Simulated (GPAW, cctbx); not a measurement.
# By hand: from a DFT structure factor to an extinction distance in Al4H5

Al4H5, P-42m (no. 111), a = 4.2653 Å, b = 4.2653 Å, c = 4.7804 Å, α = 90.00°, β = 90.00°, γ = 90.00°.

| atom | mult. | x | y | z |
| --- | --- | --- | --- | --- |
| Al1 | 4 | 0.7368 | 0.7368 | 0.2424 |
| H1 | 1 | 0 | 0 | 1/2 |
| H2 | 2 | 0 | 1/2 | 0 |
| H3 | 2 | 0 | 1/2 | 1/2 |

The start was made by putting kin elements into a known structure type; the compound need not exist, or be stable, in this form.

A DFT run (GPAW, PBE, 550 eV, 5×5×4 k-points (along the axes of the calculation cell), Fermi–Dirac width 0.05 eV) gives the static X-ray structure factor of 200 as 31.257 e for the conventional cell; superposed free atoms give 32.424 e. **Problem.** Find the Fourier component V of the crystal potential and the two-beam extinction distance at 120 kV in both cases.

**1. Geometry**

The cell volume is Ω = 86.97 Å³ and d(200) = 2.1327 Å, so g = 1/d = 0.4689 Å⁻¹.

**2. The nuclei**

Electrons feel nuclei as well as electrons, so the nuclear charges are summed with the same phases.

Phase sums Σ exp(2πi h·x), turned so that the total is real and positive: Al +3.945, H -5.000. Then F_Z = 13 × (+3.945) + 1 × (-5.000) = 46.28 e. The electron term has the same sign for this reflection.

**3. Mott–Bethe**

Poisson's equation, term by term, gives V = (e/4πε₀)(F_Z − F)/(πΩg²), with e/4πε₀ = 14.3996 V Å.

The prefactor is 14.3996 × 2.1327²/(π × 86.97) = 0.23972 V per electron. Free atoms: (46.28 − 32.424) × 0.23972 = 3.323 V. Crystal: (46.28 − 31.257) × 0.23972 = 3.602 V. F changes by -3.60 % and V by +8.4 %: the same 1.17 e is measured against F_Z − F = 13.9 e in place of F = 32.4 e.

**4. Extinction distance**

In the two-beam case ξ = 1/(λU) with U = 2γm₀eV/h², that is ξ = 150.41 V Å²/(γλV).

At 120 kV, λ = 0.03349 Å and γ = 1.2348. Free atoms: ξ = 1095 Å. Crystal: ξ = 1010 Å. The thickness fringes go as sin²(πt/ξ), so the two patterns slip by a quarter of a period when t|1/ξ₁ − 1/ξ₀| = 1/4, at t ≈ 325 nm. Thermal motion, absorption and many-beam coupling, left out here, change a real pattern.

**5. Answer**

V(200) is 3.60 V against 3.32 V, and ξ is 1010 against 1095 Å. Limits: static atoms, two beams.
